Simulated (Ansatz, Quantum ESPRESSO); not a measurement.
# F-SiSi-F chair, 1 layer: biaxial strain by an ASE script, part 2 of 2

Aim: band edges, gap and stiffness of F-SiSi-F chair, 1 layer under biaxial strain.

Quantum ESPRESSO 7.5; plane-wave DFT, PBE, GBRV ultrasoft pseudopotentials; geometry by Ansatz 0.2.0 with PAW datasets.

So far: Starting point; Geometry from Ansatz.

**3. The script**

Under ESM bc1 levels count from the vacuum, or from the mean of the two vacuum levels where the sheet has a dipole, so band edges at unlike strains can be compared.

Level of this step: plane-wave DFT, PBE, GBRV ultrasoft pseudopotentials (Quantum ESPRESSO 7.5).

Input file run.py:

```python
import json
import numpy as np
from ase import Atoms
from ase.calculators.espresso import Espresso, EspressoProfile

profile = EspressoProfile(command='mpirun -n 2 pw.x -nk 2', pseudo_dir='../pseudo')
pseudopotentials = {'F': 'f_pbe_v1.4.uspp.F.UPF', 'Si': 'si_pbe_v1.uspp.F.UPF'}
system = {'ecutwfc': 40, 'ecutrho': 200, 'occupations': 'smearing', 'smearing': 'fd', 'degauss': 0.002}


def calculator(name, kpts, **extra):
    data = dict(control=dict(tprnfor=True, verbosity='high', disk_io='none'),
                system=system | extra,
                electrons=dict(conv_thr=1e-09, mixing_beta=0.4, mixing_mode='plain',
                               electron_maxstep=100))
    return Espresso(profile=profile, directory=name, pseudopotentials=pseudopotentials, kpts=kpts, input_data=data)


def centre(atoms):
    z = atoms.positions[:, 2]
    atoms.positions[:, 2] -= (z.max() + z.min()) / 2  # ESM wants the slab about z = 0
    return atoms

sheet = Atoms(
    ['F', 'Si', 'Si', 'F'],
    scaled_positions=[
        [0.6666666667, 0.3333333333, 0.3964549574],
        [0.6666666667, 0.3333333333, 0.4816684753],
        [0.3333333333, 0.6666666667, 0.5183315451],
        [0.3333333333, 0.6666666667, 0.6035450222]],
    cell=[
        [3.967906820290, 0.000000000000, 0.000000000000],
        [-1.983953410145, 3.436308106221, 0.000000000000],
        [0.000000000000, 0.000000000000, 19.100000000000]],
    pbc=True)

rows = []
for strain in [-0.03, -0.015, 0.0, 0.015, 0.03]:
    atoms = sheet.copy()
    atoms.set_cell(sheet.cell.array * [[1 + strain], [1 + strain], [1]], scale_atoms=True)
    atoms = centre(atoms)
    atoms.calc = calculator(f's{strain:+.3f}', (12, 12, 1), assume_isolated='esm', esm_bc='bc1', nbnd=15)
    energy = atoms.get_potential_energy()
    levels = np.array([atoms.calc.get_eigenvalues(kpt=i) for i in range(len(atoms.calc.get_ibz_k_points()))])
    top, bottom = levels[:, 10].max(), levels[:, 11].min()
    direct = (levels[:, 11] - levels[:, 10]).min()
    rows.append([strain, energy, top, bottom, direct])
    print(f'strain {strain:+.3f}: E = {energy:.5f} eV, valence top {top:.3f}, conduction bottom {bottom:.3f}, '
          f'gap {bottom - top:.3f}, least direct gap {direct:.3f} eV')

x, energy, top, bottom, direct = np.array(rows).T
area = np.linalg.norm(np.cross(*sheet.cell[:2]))
stiffness = np.polyfit(x, energy, 2)[0] / area * 16.0218  # C11 + C12, heights clamped
print(f'valence and conduction edges move by {np.polyfit(x, top, 1)[0]:.2f} and {np.polyfit(x, bottom, 1)[0]:.2f} eV per unit biaxial strain')
print(f'C11 + C12 with clamped heights: {stiffness:.1f} N/m')
json.dump(dict(rows=rows, stiffness=stiffness), open('result.json', 'w'))
```

On the command line:

```
$ OMP_NUM_THREADS=1 python run.py
```

What it wrote:

```text
strain -0.030: E = -1586.45622 eV, valence top -6.536, conduction bottom -6.006, gap 0.530, least direct gap 0.530 eV
strain -0.015: E = -1586.50069 eV, valence top -6.521, conduction bottom -5.903, gap 0.618, least direct gap 0.618 eV
strain +0.000: E = -1586.51403 eV, valence top -6.500, conduction bottom -5.813, gap 0.688, least direct gap 0.688 eV
strain +0.015: E = -1586.50014 eV, valence top -6.475, conduction bottom -5.739, gap 0.736, least direct gap 0.736 eV
strain +0.030: E = -1586.46284 eV, valence top -6.445, conduction bottom -5.684, gap 0.761, least direct gap 0.761 eV
valence and conduction edges move by 1.52 and 5.39 eV per unit biaxial strain
C11 + C12 with clamped heights: 71.2 N/m
```

Elapsed: 5.1 min, on 2 MPI ranks of Intel Xeon Platinum 8375C at 2.90GHz (Ice Lake), shared host; peak memory 0.55 GiB.

The input that ASE wrote for the first run, and its log:

```
&CONTROL
   verbosity        = 'high'
   tprnfor          = .true.
   disk_io          = 'none'
   pseudo_dir       = '../pseudo'
/
&SYSTEM
   nbnd             = 15
   ecutwfc          = 40
   ecutrho          = 200
   occupations      = 'smearing'
   degauss          = 0.002
   smearing         = 'fd'
   assume_isolated  = 'esm'
   esm_bc           = 'bc1'
   ntyp             = 2
   nat              = 4
   ibrav            = 0
/
&ELECTRONS
   electron_maxstep = 100
   conv_thr         = 1e-09
   mixing_mode      = 'plain'
   mixing_beta      = 0.4
/
&IONS
/
&CELL
/
&FCP
/
&RISM
/
ATOMIC_SPECIES
F 18.998403163 f_pbe_v1.4.uspp.F.UPF
Si 28.085 si_pbe_v1.uspp.F.UPF

K_POINTS automatic
12 12 1  0 0 0

CELL_PARAMETERS angstrom
3.84886961568130 0.00000000000000 0.00000000000000
-1.92443480784065 3.33321886303437 0.00000000000000
0.00000000000000 0.00000000000000 19.10000000000000

ATOMIC_POSITIONS angstrom
F 1.9244348080 1.1110729542 -1.9777101188  
Si 1.9244348080 1.1110729542 -0.3501319270  
Si -0.0000000002 2.2221459088 0.3501327062  
F -0.0000000002 2.2221459088 1.9777101188
```

```text
Program PWSCF v.7.5 starts
[citation notice left out]

     Parallel version (MPI & OpenMP), running on       2 processor cores
     Number of MPI processes:                 2
     Threads/MPI process:                     1

     MPI processes distributed on     1 nodes
[... 1 line left out ...]

Warning: card &CELL ignored
Warning: card &FCP ignored
Warning: card &RISM ignored

     Current dimensions of program PWSCF are:
     Max number of different atomic species (ntypx) = 10
     Max number of k-points (npk) =  40000
     Max angular momentum in pseudopotentials (lmaxx) =  4
     Message from routine setup:
     using ibrav=0 with symmetry is DISCOURAGED, use correct ibrav instead

     K-points division:     npool     =       2
     Subspace diagonalization in iterative solution of the eigenvalue problem:
     a serial algorithm will be used

     G-vector sticks info
     --------------------
     sticks:   dense  smooth     PW     G-vecs:    dense   smooth      PW
     Sum         733     583    163                79099    56623    9037

     Using Slab Decomposition

     bravais-lattice index     =            0
     lattice parameter (alat)  =       7.2733  a.u.
     unit-cell volume          =    1653.5868 (a.u.)^3
     number of atoms/cell      =            4
     number of atomic types    =            2
     number of electrons       =        22.00
     number of Kohn-Sham states=           15
     kinetic-energy cutoff     =      40.0000  Ry
     charge density cutoff     =     200.0000  Ry
     scf convergence threshold =      1.0E-09
     mixing beta               =       0.4000
     number of iterations used =            8  plain     mixing
     Exchange-correlation= SLA  PW   PBE  PBE
                           (   1   4   3   4   0   0   0)

     Effective Screening Medium Method
     =================================
     Boundary Conditions: Vacuum-Slab-Vacuum
     total charge in unit cell        =   0.0000
     grid points for fit at edges     =        4

[... 10 lines left out ...]
     PseudoPot. # 1 for F  read from file:
     ../pseudo/f_pbe_v1.4.uspp.F.UPF
     Pseudo is Ultrasoft, Zval =  7.0
     Generated by new atomic code, or converted to UPF format
     Using radial grid of  799 points,  4 beta functions with:
                l(1) =   0
                l(2) =   0
                l(3) =   1
                l(4) =   1
     Q(r) pseudized with  8 coefficients,  rinner =    0.950   0.950   0.950

     PseudoPot. # 2 for Si read from file:
     ../pseudo/si_pbe_v1.uspp.F.UPF
     Pseudo is Ultrasoft + core correction, Zval =  4.0
     Generated by new atomic code, or converted to UPF format
     Using radial grid of  899 points,  6 beta functions with:
                l(1) =   0
                l(2) =   0
                l(3) =   1
                l(4) =   1
                l(5) =   2
                l(6) =   2
[... 736 lines left out ...]
     estimated scf accuracy    <          4.6E-11 Ry
     smearing contrib. (-TS)   =      -0.00000005 Ry
     internal energy E=F+TS    =    -116.60239201 Ry

     The total energy is F=E-TS. E is the sum of the following terms:
     one-electron contribution =     405.13143921 Ry
     hartree contribution      =    -199.46984070 Ry
     xc contribution           =     -27.40180527 Ry
     ewald contribution        =    -294.86218526 Ry

     convergence has been achieved in  28 iterations

     negative rho (up, down):  9.293E-04 0.000E+00

     Forces acting on atoms (cartesian axes, Ry/au):

     atom    1 type  1   force =     0.00000000    0.00000000   -0.00597481
     atom    2 type  2   force =    -0.00000000   -0.00000000   -0.00945950
     atom    3 type  2   force =     0.00000000    0.00000000    0.00945950
     atom    4 type  1   force =    -0.00000000   -0.00000000    0.00597481
     The non-local contrib.  to forces
     atom    1 type  1   force =    -0.00000000    0.00000000    2.01132678
     atom    2 type  2   force =     0.00000000    0.00000000   -0.14862740
     atom    3 type  2   force =     0.00000000   -0.00000000    0.14862740
     atom    4 type  1   force =     0.00000000    0.00000000   -2.01132678
     The ionic contribution  to forces
     atom    1 type  1   force =    -0.00000000    0.00000000  -31.01563413
     atom    2 type  2   force =    -0.00000000    0.00000000    0.46511446
     atom    3 type  2   force =     0.00000000   -0.00000000   -0.46511825
     atom    4 type  1   force =     0.00000000   -0.00000000   31.01563791
     The local contribution  to forces
     atom    1 type  1   force =    -0.00000002    0.00000002   28.99834468
     atom    2 type  2   force =    -0.00000000    0.00000000   -0.33055257
     atom    3 type  2   force =     0.00000000   -0.00000000    0.33054711
     atom    4 type  1   force =     0.00000003   -0.00000001  -28.99835046
     The core correction contribution to forces
     atom    1 type  1   force =     0.00000000    0.00000000    0.00000000
     atom    2 type  2   force =     0.00000000   -0.00000000    0.00460323
     atom    3 type  2   force =    -0.00000000    0.00000000   -0.00460289
     atom    4 type  1   force =     0.00000000    0.00000000    0.00000000
     The Hubbard contrib.    to forces
     atom    1 type  1   force =     0.00000000    0.00000000    0.00000000
     atom    2 type  2   force =     0.00000000    0.00000000    0.00000000
     atom    3 type  2   force =     0.00000000    0.00000000    0.00000000
     atom    4 type  1   force =     0.00000000    0.00000000    0.00000000
     The SCF correction term to forces
     atom    1 type  1   force =    -0.00000000    0.00000000   -0.00001314
     atom    2 type  2   force =    -0.00000000    0.00000000   -0.00000167
     atom    3 type  2   force =     0.00000000   -0.00000000    0.00000167
     atom    4 type  1   force =     0.00000000   -0.00000000    0.00001314

     Total force =     0.015823     Total SCF correction =     0.000019
     Message from routine punch:
     Nothing written, as per user request (disk_io='none')

[... 1 line left out ...]

[... 1 line left out ...]

[... 1 line left out ...]

[... 3 lines left out ...]

[... 1 line left out ...]

[... 2 lines left out ...]

[... 1 line left out ...]

[... 1 line left out ...]

=------------------------------------------------------------------------------=
   JOB DONE.
=------------------------------------------------------------------------------=
```

This step gave:

* biaxial stiffness: 71.16 N/m

Band edge from the vacuum level against biaxial strain:

```
biaxial strain (%)  valence top (eV)  conduction bottom (eV)
             -3.00             -6.54                   -6.01
             -1.50             -6.52                   -5.90
              0.00             -6.50                   -5.81
              1.50             -6.48                   -5.74
              3.00             -6.45                   -5.68
```

Table of gap by biaxial strain:

```
biaxial strain (%)  on the mesh (eV)  least direct (eV)
             -3.00             0.530              0.530
             -1.50             0.618              0.618
              0.00             0.688              0.688
              1.50             0.736              0.736
              3.00             0.761              0.761
```

Table of energy over the lowest by biaxial strain:

```
biaxial strain (%)  energy over the lowest (meV)
             -3.00                          57.8
             -1.50                          13.3
              0.00                             0
              1.50                          13.9
              3.00                          51.2
```

**4. Running the series: LDA, GBRV ultrasoft**

Level of this step: plane-wave DFT, LDA, GBRV ultrasoft pseudopotentials (Quantum ESPRESSO 7.5).

run.py, as its differences from the input of step 3:

```diff
@@ -6,3 +6,3 @@
 profile = EspressoProfile(command='mpirun -n 2 pw.x -nk 2', pseudo_dir='../pseudo')
-pseudopotentials = {'F': 'f_pbe_v1.4.uspp.F.UPF', 'Si': 'si_pbe_v1.uspp.F.UPF'}
+pseudopotentials = {'F': 'f_lda_v1.4.uspp.F.UPF', 'Si': 'si_lda_v1.uspp.F.UPF'}
 system = {'ecutwfc': 40, 'ecutrho': 200, 'occupations': 'smearing', 'smearing': 'fd', 'degauss': 0.002}
```

On the command line:

```
$ OMP_NUM_THREADS=1 python run.py
```

What it wrote:

```text
strain -0.030: E = -1585.41010 eV, valence top -6.721, conduction bottom -6.359, gap 0.363, least direct gap 0.363 eV
strain -0.015: E = -1585.42204 eV, valence top -6.704, conduction bottom -6.251, gap 0.454, least direct gap 0.454 eV
strain +0.000: E = -1585.40507 eV, valence top -6.682, conduction bottom -6.154, gap 0.527, least direct gap 0.527 eV
strain +0.015: E = -1585.36297 eV, valence top -6.655, conduction bottom -6.073, gap 0.582, least direct gap 0.582 eV
strain +0.030: E = -1585.29928 eV, valence top -6.624, conduction bottom -6.011, gap 0.613, least direct gap 0.613 eV
valence and conduction edges move by 1.63 and 5.83 eV per unit biaxial strain
C11 + C12 with clamped heights: 65.8 N/m
```

The job ended after 4.7 min (2 MPI ranks; peak memory 0.55 GiB; 9.3 min of CPU time).

Numbers from this step:

- biaxial stiffness: 65.80 N/m

The band edge from the vacuum level by biaxial strain:

```
biaxial strain (%)  valence top (eV)  conduction bottom (eV)
             -3.00             -6.72                   -6.36
             -1.50             -6.70                   -6.25
              0.00             -6.68                   -6.15
              1.50             -6.65                   -6.07
              3.00             -6.62                   -6.01
```

Table of gap by biaxial strain:

```
biaxial strain (%)  on the mesh (eV)  least direct (eV)
             -3.00             0.363              0.363
             -1.50             0.454              0.454
              0.00             0.527              0.527
              1.50             0.582              0.582
              3.00             0.613              0.613
```

The energy over the lowest by biaxial strain:

```
biaxial strain (%)  energy over the lowest (meV)
             -3.00                          11.9
             -1.50                             0
              0.00                          17.0
              1.50                          59.1
              3.00                           123
```

**5. The arithmetic**

Under equal strain ε in the plane, E = A (C11 + C12) ε². From the points at ±1.5 %: d²E/dε² = (13.34 + 13.89 − 2 × 0.00) meV / 0.015² = 121 eV, and 121/(2 × 13.635 Å²) × 16.02 = 71 N/m.

**6. What came out**

```yaml
c11_c12_heights_clamped_pbe_gbrv_ultrasoft: 71 N/m
gap_on_the_mesh_at_zero_strain_pbe_gbrv_ultrasoft: 0.69 eV
valence_top_below_the_vacuum_at_zero_strain_pbe_gbrv_ultrasoft: 6.50 eV
shift_of_the_valence_top_per_unit_biaxial_strain_pbe_gbrv_ultrasoft: 1.5 eV
shift_of_the_conduction_bottom_per_unit_biaxial_strain_pbe_gbrv_ultrasoft: 5.4 eV
c11_c12_heights_clamped_lda_gbrv_ultrasoft: 66 N/m
gap_on_the_mesh_at_zero_strain_lda_gbrv_ultrasoft: 0.53 eV
valence_top_below_the_vacuum_at_zero_strain_lda_gbrv_ultrasoft: 6.68 eV
shift_of_the_valence_top_per_unit_biaxial_strain_lda_gbrv_ultrasoft: 1.6 eV
shift_of_the_conduction_bottom_per_unit_biaxial_strain_lda_gbrv_ultrasoft: 5.8 eV
```

In words: The sheet's biaxial stiffness comes to 71 N/m and its gap at zero strain to 0.69 eV (PBE, GBRV ultrasoft). From −3 % to +3 % the gap on the mesh goes from 0.53 to 0.76 eV; it is direct at every strain. Heights are clamped under strain, which makes a sheet with several atomic planes too stiff. Zero strain is the PBE cell; under LDA the energy is lowest near -1.7 %, so its stiffness is taken away from its own minimum. Semilocal gaps are too small.

[Logs are printed without paths, hosts, clocks, repeated set-up lines and the standing remarks that a program may print on its own settings, such as how far it seeks lower states.]

[Hosts, paths, dates, database ids (printed as entryN), source tags and the programs' standing remarks are cut or masked in the printed files.]

[Maps of the electrostatic potential energy from Ansatz leave out the sawtooth potential of an applied field or a dipole correction, so their vacuum need not be flat; planar profiles and work functions include it.]
